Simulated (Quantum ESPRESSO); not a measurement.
# Li: valence-band photoemission, part 3 of 10

Wanted: projected DOS of Li, weighted into photoemission and X-ray emission spectra, at several levels of theory.

Quantum ESPRESSO 7.5; DFT, PBE, plane waves, ultrasoft GBRV pseudopotentials, scalar-relativistic (the session's first sound run).

So far. Step 2 (The base run: self-consistent run): The run ends at a pressure of -0.81 GPa.

## 4. Projected DOS and spectra

projwfc.x splits the states by atom and shell, which the spectra need, since each shell has its own cross section.

Input file projwfc.in:

```
&projwfc
  prefix = 'pes'
  outdir = './tmp'
  filpdos = 'pes'
  ngauss = 0
  degauss = 0.00735
  DeltaE = 0.05
  Emin = -27.25
  Emax = 12.75
/
```

The run is started by

```console
$ OMP_NUM_THREADS=1 mpirun -n 4 projwfc.x -nk 4 -in projwfc.in > projwfc.out
```

Output:

```text
[banner, memory and clock lines left out]
Program PROJWFC v.7.5 starts

          URL

     ./tmp/pes.save/

     IMPORTANT: XC functional enforced from input :
     Exchange-correlation= PBE
                           (   1   4   3   4   0   0   0)
     Any further DFT definition will be discarded
     Please, verify this is what you really want

     G-vector sticks info

     Gaussian broadening (read from input): ngauss,degauss=   0    0.007350

     Calling projwave ....

  Problem Sizes
  natomwfc =            5
  nbnd     =           10
  nkstot   =          413
  npwx     =          639
  nkb      =            9

     Atomic states used for projection
     (read from pseudopotential files):

     state #   1: atom   1 (Li ), wfc  1 (l=0 m= 1)
     state #   2: atom   1 (Li ), wfc  2 (l=0 m= 1)
     state #   3: atom   1 (Li ), wfc  3 (l=1 m= 1)
     state #   4: atom   1 (Li ), wfc  3 (l=1 m= 2)
     state #   5: atom   1 (Li ), wfc  3 (l=1 m= 3)

 k =   0.0000000000  0.0000000000  0.0000000000
==== e(   1) =   -45.87687 eV ====
     psi = 0.967*[#   1]+0.033*[#   2]
    |psi|^2 = 1.000
==== e(   2) =    -2.74008 eV ====
     psi = 0.967*[#   2]+0.033*[#   1]
    |psi|^2 = 1.000
==== e(   3) =    14.70009 eV ====
     psi = 0.312*[#   3]+0.312*[#   4]+0.312*[#   5]
    |psi|^2 = 0.937
==== e(   4) =    14.70009 eV ====
     psi = 0.312*[#   3]+0.312*[#   4]+0.312*[#   5]
    |psi|^2 = 0.937
==== e(   5) =    14.70009 eV ====
     psi = 0.312*[#   3]+0.312*[#   4]+0.312*[#   5]
    |psi|^2 = 0.937
==== e(   6) =    19.35322 eV ====

    |psi|^2 = 0.000
==== e(   7) =    19.35322 eV ====

    |psi|^2 = 0.000
==== e(   8) =    19.35322 eV ====

    |psi|^2 = 0.000
==== e(   9) =    20.28945 eV ====

    |psi|^2 = 0.000
==== e(  10) =    20.28945 eV ====

    |psi|^2 = 0.000

 k =   0.0360843918  0.0360843918  0.0000000000
==== e(   1) =   -45.87661 eV ====
     psi = 0.965*[#   1]+0.029*[#   2]+0.002*[#   3]+0.002*[#   4]+0.002*[#   5]

    |psi|^2 = 1.000
==== e(   2) =    -2.70794 eV ====
     psi = 0.926*[#   2]+0.034*[#   1]+0.013*[#   3]+0.013*[#   4]+0.013*[#   5]

    |psi|^2 = 1.000
==== e(   3) =    14.49054 eV ====
     psi = 0.298*[#   3]+0.298*[#   4]+0.298*[#   5]+0.041*[#   2]+0.001*[#   1]

    |psi|^2 = 0.938
==== e(   4) =    14.53228 eV ====
     psi = 0.313*[#   3]+0.313*[#   4]+0.313*[#   5]
    |psi|^2 = 0.938
==== e(   5) =    14.64583 eV ====
     psi = 0.313*[#   3]+0.313*[#   4]+0.313*[#   5]
    |psi|^2 = 0.938
==== e(   6) =    18.73507 eV ====
     psi = 0.002*[#   3]+0.002*[#   4]+0.002*[#   5]
    |psi|^2 = 0.006
[...]
psi = 0.001*[#   3]+0.001*[#   4]+0.001*[#   5]
[...]
k =   0.0721687836  0.0721687836  0.0000000000
[...]
psi = 0.960*[#   1]+0.021*[#   2]+0.006*[#   3]+0.006*[#   4]+0.006*[#   5]

[...]
psi = 0.822*[#   2]+0.048*[#   3]+0.048*[#   4]+0.048*[#   5]+0.035*[#   1]

[...]
psi = 0.259*[#   3]+0.259*[#   4]+0.259*[#   5]+0.145*[#   2]+0.005*[#   1]

[...]
psi = 0.315*[#   3]+0.315*[#   4]+0.315*[#   5]
[...]
psi = 0.313*[#   3]+0.313*[#   4]+0.313*[#   5]
[...]
psi = 0.008*[#   3]+0.008*[#   4]+0.008*[#   5]+0.005*[#   2]
[...]
psi = 0.001*[#   3]+0.001*[#   4]+0.001*[#   5]
[...]
psi = 0.003*[#   3]+0.003*[#   4]+0.003*[#   5]
[...]
k =   0.1082531755  0.1082531755  0.0000000000
[...]
psi = 0.955*[#   1]+0.011*[#   2]+0.011*[#   3]+0.011*[#   4]+0.011*[#   5]

[...]
psi = 0.690*[#   2]+0.091*[#   3]+0.091*[#   4]+0.091*[#   5]+0.036*[#   1]

[...]
psi = 0.268*[#   2]+0.210*[#   3]+0.210*[#   4]+0.210*[#   5]+0.009*[#   1]

[...]
psi = 0.319*[#   3]+0.319*[#   4]+0.319*[#   5]
[...]
psi = 0.314*[#   3]+0.314*[#   4]+0.314*[#   5]
[...]
psi = 0.020*[#   2]+0.014*[#   3]+0.014*[#   4]+0.014*[#   5]
[...]
psi = 0.003*[#   3]+0.003*[#   4]+0.003*[#   5]
[...]
psi = 0.002*[#   2]+0.001*[#   3]+0.001*[#   4]+0.001*[#   5]
[...]
psi = 0.003*[#   3]+0.003*[#   4]+0.003*[#   5]
[...]
k =   0.1443375673  0.1443375673  0.0000000000
[...]
psi = 0.951*[#   1]+0.015*[#   3]+0.015*[#   4]+0.015*[#   5]+0.005*[#   2]

[...]
psi = 0.561*[#   2]+0.134*[#   3]+0.134*[#   4]+0.134*[#   5]+0.036*[#   1]

[...]
psi = 0.385*[#   2]+0.166*[#   3]+0.166*[#   4]+0.166*[#   5]+0.012*[#   1]

[...]
psi = 0.323*[#   3]+0.323*[#   4]+0.323*[#   5]
[...]
psi = 0.038*[#   2]+0.014*[#   3]+0.014*[#   4]+0.014*[#   5]
[...]
psi = 0.003*[#   2]+0.001*[#   3]+0.001*[#   4]+0.001*[#   5]
[...]
k =   0.1804219591  0.1804219591  0.0000000000
[...]
psi = 0.949*[#   1]+0.017*[#   3]+0.017*[#   4]+0.017*[#   5]+0.001*[#   2]

[...]
psi = 0.447*[#   2]+0.172*[#   3]+0.172*[#   4]+0.172*[#   5]+0.035*[#   1]

[...]
psi = 0.490*[#   2]+0.131*[#   3]+0.131*[#   4]+0.131*[#   5]+0.014*[#   1]

[...]
psi = 0.050*[#   2]+0.011*[#   3]+0.011*[#   4]+0.011*[#   5]+0.001*[#   1]

[...]
psi = 0.004*[#   2]
[...]
k =   0.2165063509  0.2165063509  0.0000000000
[...]
psi = 0.950*[#   1]+0.017*[#   3]+0.017*[#   4]+0.017*[#   5]
[...]
psi = 0.004*[#   2]
[...]
k =   0.2525907428  0.2525907428  0.0000000000
[...]
psi = 0.954*[#   1]+0.015*[#   3]+0.015*[#   4]+0.015*[#   5]
[...]
psi = 0.050*[#   2]+0.004*[#   3]+0.004*[#   4]+0.004*[#   5]
[...]
psi = 0.004*[#   2]
[...]
k =   0.2886751346  0.2886751346  0.0000000000
[...]
psi = 0.043*[#   2]+0.002*[#   3]+0.002*[#   4]+0.002*[#   5]
[...]
psi = 0.003*[#   2]
[...]
psi = 0.001*[#   2]
[...]
k =   0.3247595264  0.3247595264  0.0000000000
[...]
psi = 0.034*[#   2]
[...]
psi = 0.001*[#   2]
[...]
psi = 0.002*[#   2]
[...]
k =   0.3608439182  0.3608439182  0.0000000000
[...]
psi = 0.026*[#   2]
[...]
k =   0.3969283101  0.3969283101  0.0000000000
[...]
psi = 0.021*[#   2]
[...]
k =  -0.4330127019 -0.4330127019  0.0000000000
[...]
psi = 0.997*[#   1]+0.003*[#   2]
[...]
psi = 0.974*[#   2]+0.003*[#   1]
[...]
psi = 0.020*[#   2]
[...]
k =   0.0721687836  0.0360843918  0.0360843918
[...]
psi = 0.308*[#   3]+0.308*[#   4]+0.308*[#   5]+0.013*[#   2]
[...]
k =   0.1082531755  0.0721687836  0.0360843918
[...]
psi = 0.305*[#   3]+0.305*[#   4]+0.305*[#   5]+0.017*[#   2]
[...]
psi = 0.306*[#   3]+0.306*[#   4]+0.306*[#   5]+0.013*[#   2]
[...]
psi = 0.015*[#   3]+0.015*[#   4]+0.015*[#   5]+0.004*[#   2]
[...]
psi = 0.006*[#   3]+0.006*[#   4]+0.006*[#   5]+0.003*[#   2]
[...]
psi = 0.002*[#   3]+0.002*[#   4]+0.002*[#   5]+0.001*[#   2]
[...]
k =   0.1443375673  0.1082531755  0.0360843918
[...]
psi = 0.304*[#   3]+0.304*[#   4]+0.304*[#   5]+0.011*[#   2]
[...]
psi = 0.002*[#   2]
[...]
psi = 0.003*[#   2]
[...]
psi = 0.002*[#   2]
[...]
psi = 0.001*[#   2]
[...]
psi = 0.002*[#   2]
[...]
psi = 0.995*[#   1]+0.003*[#   2]
[...]
psi = 0.995*[#   1]+0.004*[#   2]
[...]
psi = 0.992*[#   1]+0.005*[#   2]
[...]
psi = 0.992*[#   1]+0.006*[#   2]
[...]
psi = 0.990*[#   1]+0.008*[#   2]
[...]
psi = 0.990*[#   1]+0.009*[#   2]
[...]
psi = 0.990*[#   1]+0.009*[#   2]
[...]
psi = 0.996*[#   1]+0.004*[#   2]
[...]
psi = 0.994*[#   1]+0.004*[#   2]
[...]
==== e(   2)
[... cut ...]

[...]
psi = 0.984*[#   1]+0.014*[#   2]
[...]
psi = 0.984*[#   1]+0.014*[#   2]
[...]
psi = 0.991*[#   1]+0.008*[#   2]
[...]
psi = 0.991*[#   1]+0.009*[#   2]
[...]
psi = 0.991*[#   1]+0.009*[#   2]
[...]
psi = 0.014*[#   2]+0.009*[#   3]+0.009*[#   4]+0.009*[#   5]
[...]
k =   0.0360843918 -0.0360843918  0.4330127019
[...]
psi = 0.003*[#   2]
[...]
k =  -0.0000000000 -0.1082531755  0.4690970937
[...]
psi = 0.008*[#   2]
[...]
k =   0.0360843918 -0.0721687836  0.4690970937
[...]
psi = 0.284*[#   3]+0.284*[#   4]+0.284*[#   5]+0.055*[#   2]
[...]
psi = 0.002*[#   3]+0.002*[#   4]+0.002*[#   5]
[...]
psi = 0.005*[#   2]
[...]
psi = 0.002*[#   2]+0.001*[#   3]+0.001*[#   4]+0.001*[#   5]
[...]
k =  -0.0000000000 -0.1443375673  0.5051814855
[...]
psi = 0.327*[#   3]+0.327*[#   4]+0.327*[#   5]
[...]
psi = 0.003*[#   2]+0.002*[#   3]+0.002*[#   4]+0.002*[#   5]
[...]
psi = 0.003*[#   3]+0.003*[#   4]+0.003*[#   5]
[...]
psi = 0.009*[#   2]
[...]
k =   0.0360843918 -0.1082531755  0.5051814855
[...]
psi = 0.004*[#   2]+0.002*[#   3]+0.002*[#   4]+0.002*[#   5]
[...]
psi = 0.004*[#   2]+0.002*[#   3]+0.002*[#   4]+0.002*[#   5]
[...]
psi = 0.004*[#   2]
[...]
k =   0.0721687836 -0.0721687836  0.5051814855
[...]
psi = 0.299*[#   3]+0.299*[#   4]+0.299*[#   5]
[...]
psi = 0.031*[#   3]+0.031*[#   4]+0.031*[#   5]
[...]
psi = 0.005*[#   2]+0.002*[#   3]+0.002*[#   4]+0.002*[#   5]
[...]
psi = 0.009*[#   2]
[...]
psi = 0.001*[#   3]+0.001*[#   4]+0.001*[#   5]
[...]
psi = 0.002*[#   2]
[...]
k =   0.0000000000 -0.1804219591  0.5412658774
[...]
psi = 0.976*[#   1]+0.010*[#   2]+0.004*[#   3]+0.004*[#   4]+0.004*[#   5]

[...]
psi = 0.303*[#   3]+0.303*[#   4]+0.303*[#   5]+0.084*[#   2]+0.006*[#   1]

[...]
psi = 0.291*[#   2]+0.218*[#   3]+0.218*[#   4]+0.218*[#   5]+0.002*[#   1]

[...]
psi = 0.327*[#   3]+0.327*[#   4]+0.327*[#   5]
[...]
psi = 0.409*[#   2]+0.041*[#   3]+0.041*[#   4]+0.041*[#   5]+0.010*[#   1]

[...]
psi = 0.177*[#   2]+0.091*[#   3]+0.091*[#   4]+0.091*[#   5]+0.006*[#   1]

    |psi|^2 = 0.455
==== e(   7) =    17.51719 eV ====
     psi = 0.007*[#   2]+0.003*[#   3]+0.003*[#   4]+0.003*[#   5]
    |psi|^2 = 0.016
==== e(   8) =    18.73013 eV ====
     psi = 0.003*[#   3]+0.003*[#   4]+0.003*[#   5]
    |psi|^2 = 0.009
==== e(   9) =    22.27271 eV ====
     psi = 0.009*[#   2]
    |psi|^2 = 0.009
==== e(  10) =    28.72694 eV ====

    |psi|^2 = 0.002

 k =   0.0360843918 -0.1443375673  0.5412658774
==== e(   1) =   -45.85876 eV ====
     psi = 0.974*[#   1]+0.011*[#   2]+0.005*[#   3]+0.005*[#   4]+0.005*[#   5]

    |psi|^2 = 1.000
==== e(   2) =     1.18213 eV ====
     psi = 0.298*[#   3]+0.298*[#   4]+0.298*[#   5]+0.096*[#   2]+0.007*[#   1]

    |psi|^2 = 0.999
==== e(   3) =     5.79702 eV ====
     psi = 0.247*[#   3]+0.247*[#   4]+0.247*[#   5]+0.186*[#   2]+0.002*[#   1]

    |psi|^2 = 0.928
==== e(   4) =     7.88029 eV ====
     psi = 0.30
```

Run time: 1.4 s. Hardware: 4 MPI ranks of Intel Xeon 6975P-C (Granite Rapids), shared host; 4.1 s of CPU time.

Numbers from this step:

| Property | Result |
| --- | --- |
| zero of energy | Fermi level |
| share of occupied states in no projected shell | 9.00e-4 of the occupied states in the window |
| DOS at the Fermi level | 0.4445 states/eV/cell |

The DOS has structure finer than the step of the table below, so its rows give means over 0.5 eV, whole bins alone (the curve runs from -5.13 to 12.0 eV). Peaks (eV: height): total 3.17: 0.901, 6.07: 0.825, 8.97: 0.753, 9.57: 0.851, 10.27: 0.805, 10.97: 1.01, 11.47: 1.15; Li 2p 0.27: 0.597, 0.77: 0.609, 3.17: 0.56, 9.57: 0.529, 10.27: 0.540, 10.97: 0.626, 11.47: 0.741; Li 2s 3.17: 0.322, 3.67: 0.211, 6.07: 0.308, 6.57: 0.271, 7.17: 0.214, 8.37: 0.252, 8.97: 0.232.

Table of DOS by E, zero at the Fermi level; means over each step; values in states/eV/cell:

| E (eV) | total | Li 2p | Li 2s |
| --- | --- | --- | --- |
| -4.0 | 1.8e-6 | 0 | 1.7e-6 |
| -3.5 | 0.0379 | 0.00675 | 0.0311 |
| -3.0 | 0.153 | 0.0610 | 0.0921 |
| -2.5 | 0.221 | 0.127 | 0.0941 |
| -2.0 | 0.270 | 0.184 | 0.0861 |
| -1.5 | 0.317 | 0.239 | 0.0778 |
| -1.0 | 0.360 | 0.291 | 0.0683 |
| -0.5 | 0.409 | 0.349 | 0.0590 |
| 0.0 | 0.489 | 0.441 | 0.0481 |
| 0.5 | 0.552 | 0.519 | 0.0322 |
| 1.0 | 0.434 | 0.414 | 0.0185 |
| 1.5 | 0.325 | 0.313 | 0.00993 |
| 2.0 | 0.213 | 0.206 | 0.00479 |
| 2.5 | 0.147 | 0.142 | 0.00256 |
| 3.0 | 0.462 | 0.312 | 0.141 |
| 3.5 | 0.646 | 0.419 | 0.211 |
| 4.0 | 0.516 | 0.360 | 0.137 |
| 4.5 | 0.440 | 0.317 | 0.103 |
| 5.0 | 0.409 | 0.300 | 0.0886 |
| 5.5 | 0.527 | 0.384 | 0.121 |
| 6.0 | 0.671 | 0.401 | 0.246 |
| 6.5 | 0.630 | 0.386 | 0.219 |
| 7.0 | 0.587 | 0.374 | 0.187 |
| 7.5 | 0.523 | 0.341 | 0.150 |
| 8.0 | 0.574 | 0.335 | 0.183 |
| 8.5 | 0.639 | 0.353 | 0.211 |
| 9.0 | 0.663 | 0.389 | 0.186 |
| 9.5 | 0.707 | 0.453 | 0.138 |
| 10.0 | 0.646 | 0.431 | 0.0865 |
| 10.5 | 0.605 | 0.397 | 0.0656 |
| 11.0 | 0.835 | 0.525 | 0.101 |
| 11.5 | 0.991 | 0.634 | 0.166 |

This run's widths, added to any smearing of the DOS itself: Gaussian 0.3 eV, Lorentzian 0.2 eV plus 0.05 an eV of depth. Table of intensity by binding energy, zero at the Fermi level; values in % of the maximum within 13 eV:

| binding energy (eV) | 21.2 eV | 60 eV | 1486.7 eV | 5414.7 eV |
| --- | --- | --- | --- | --- |
| -1.25 | 2.44 | 2.14 | 1.96 | 1.96 |
| -1.00 | 3.19 | 2.77 | 2.51 | 2.51 |
| -0.75 | 4.48 | 3.82 | 3.43 | 3.42 |
| -0.50 | 7.27 | 6.03 | 5.31 | 5.29 |
| -0.25 | 17.5 | 13.8 | 11.7 | 11.7 |
| 0.00 | 53.0 | 40.9 | 34.0 | 33.9 |
| 0.25 | 87.0 | 68.3 | 57.8 | 57.5 |
| 0.50 | 94.2 | 76.8 | 66.7 | 66.5 |
| 0.75 | 97.2 | 82.3 | 73.3 | 73.1 |
| 1.00 | 98.0 | 85.8 | 78.3 | 78.1 |
| 1.25 | 99.2 | 89.7 | 83.4 | 83.3 |
| 1.50 | 99.6 | 92.8 | 87.9 | 87.7 |
| 1.75 | 100.0 | 95.9 | 92.3 | 92.2 |
| 2.00 | 99.6 | 98.3 | 96.0 | 95.9 |
| 2.25 | 98.4 | 99.7 | 98.8 | 98.7 |
| 2.50 | 95.9 | 99.7 | 99.9 | 99.9 |
| 2.75 | 90.7 | 96.6 | 98.1 | 98.1 |
| 3.00 | 80.6 | 87.8 | 90.0 | 90.0 |
| 3.25 | 61.5 | 68.2 | 70.4 | 70.5 |
| 3.50 | 34.9 | 38.9 | 40.2 | 40.2 |
| 3.75 | 15.7 | 17.3 | 17.8 | 17.8 |
| 4.00 | 8.10 | 8.74 | 8.93 | 8.93 |
| 4.25 | 5.12 | 5.45 | 5.53 | 5.53 |
| 4.50 | 3.65 | 3.85 | 3.88 | 3.88 |
| 4.75 | 2.77 | 2.90 | 2.91 | 2.92 |
| 5.00 | 2.20 | 2.28 | 2.29 | 2.29 |

Maxima picked by a test of local sharpness, so broad peaks and shoulders can be missing; peaks within 0.45 eV of a curve's cut are left out. Valence peaks, by row:

| photon energy (eV) | binding energy (eV) | height (% of the maximum within 13 eV) | main shell | its share (%) |
| --- | --- | --- | --- | --- |
| 21.2 | 1.704 | 100 | Li 2s | 73.53 |
| 60 | 2.404 | 100 | Li 2s | 94.15 |
| 1487 | 2.504 | 100 | Li 2s | 99.83 |
| 5415 | 2.504 | 100 | Li 2s | 99.95 |

Window up to 12.0 eV. Shell moments, by row:

| element | shell | occupied states an atom | centre of occupied part (eV) | rms width of occupied part (eV) | centre up to the window's top (eV) | rms width up to the window's top (eV) |
| --- | --- | --- | --- | --- | --- | --- |
| Li | 2s | 0.2675 | -1.883 | 0.9536 | 5.75 | 4.157 |
| Li | 2p | 0.7329 | -1.176 | 0.832 | 5.403 | 4.302 |

The broadened DOS, unweighted empty DOS by E, zero at the Fermi level; read off at these points:

| E (eV) | broadened DOS, unweighted empty DOS (states/eV/cell) |
| --- | --- |
| -0.750 | 1.2e-4 |
| -0.500 | 0.00512 |
| -0.250 | 0.0600 |
| 0.000 | 0.260 |
| 0.250 | 0.486 |
| 0.500 | 0.537 |
| 0.750 | 0.503 |
| 1.000 | 0.438 |
| 1.250 | 0.383 |
| 1.500 | 0.323 |
| 1.750 | 0.260 |
| 2.000 | 0.211 |
| 2.250 | 0.152 |
| 2.500 | 0.155 |
| 2.750 | 0.226 |
| 3.000 | 0.452 |
| 3.250 | 0.646 |
| 3.371 | 0.660 |
| 3.500 | 0.638 |
| 3.750 | 0.572 |
| 4.000 | 0.516 |
| 4.250 | 0.481 |
| 4.500 | 0.449 |
| 4.750 | 0.425 |
| 5.000 | 0.420 |
| 5.250 | 0.429 |
| 5.500 | 0.524 |
| 5.750 | 0.612 |
| 6.000 | 0.666 |
| 6.071 | 0.674 |
| 6.250 | 0.664 |
| 6.500 | 0.636 |
| 6.750 | 0.605 |
| 7.000 | 0.584 |
| 7.250 | 0.561 |
| 7.500 | 0.534 |
| 7.750 | 0.554 |
| 8.000 | 0.575 |
| 8.250 | 0.610 |
| 8.500 | 0.638 |
| 8.750 | 0.647 |
| 9.000 | 0.659 |
| 9.250 | 0.662 |
| 9.500 | 0.698 |
| 9.571 | 0.703 |
| 9.750 | 0.679 |
| 10.000 | 0.657 |
| 10.250 | 0.675 |
| 10.500 | 0.633 |
| 10.750 | 0.675 |
| 11.000 | 0.828 |
| 11.250 | 0.930 |

Recipe: projected DOS times atomic cross section and asymmetry factor (linear light, 10° from the polarisation), occupied states only, Fermi edge at 77 K, a Lorentzian width of 0.2 eV growing by 0.05 eV per eV of binding energy, and a resolution of 0.3 eV. Curves are cut 10 eV under the photon energy, above any shell that the free atom's threshold puts out of reach, or at the lower edge of the window: 5.2 eV at 21.2 eV, 5.2 eV at 60 eV, 5.2 eV at 1486.7 eV and 5.2 eV at 5414.7 eV. Matrix elements of the solid and inelastic losses aren't modelled, nor non-dipole terms, which matter above 3 keV.

Share of each shell in the spectrum's area (%), by photon energy:

| shell | 21.2 eV | 60 eV | 1486.7 eV | 5414.7 eV |
| --- | --- | --- | --- | --- |
| Li 2s | 72.8 | 90.0 | 99.7 | 99.9 |
| Li 2p | 27.2 | 10.0 | 0.3 | 0.1 |

Cross sections used, in Mb an electron:

| shell | 21.2 eV | 60 eV | 1486.7 eV | 5414.7 eV |
| --- | --- | --- | --- | --- |
| Li 2s | 0.47 | 0.060 | 1.1e-5 | 1.7e-7 |
| Li 2p | 0.075 | 0.0036 | 3.3e-8 | 1.5e-10 |

At the Fermi level the DOS is 0.44 states/eV a cell, and on the broadened curves Li 2p holds 90 % of the total there.

(Continued in part 4 of 10.)

[Logs are printed without paths, hosts, clocks, repeated set-up lines and the standing remarks that a program may print on its own settings, such as how far it seeks lower states.]

[Hosts, paths, dates, database ids (printed as entryN), source tags and the programs' standing remarks are cut or masked in the printed files.]

[Maps of the electrostatic potential energy from Ansatz leave out the sawtooth potential of an applied field or a dipole correction, so their vacuum need not be flat; work functions include it.]

[Peak lists hold at most the 14 tallest peaks of each spectrum; further lines can be left out.]
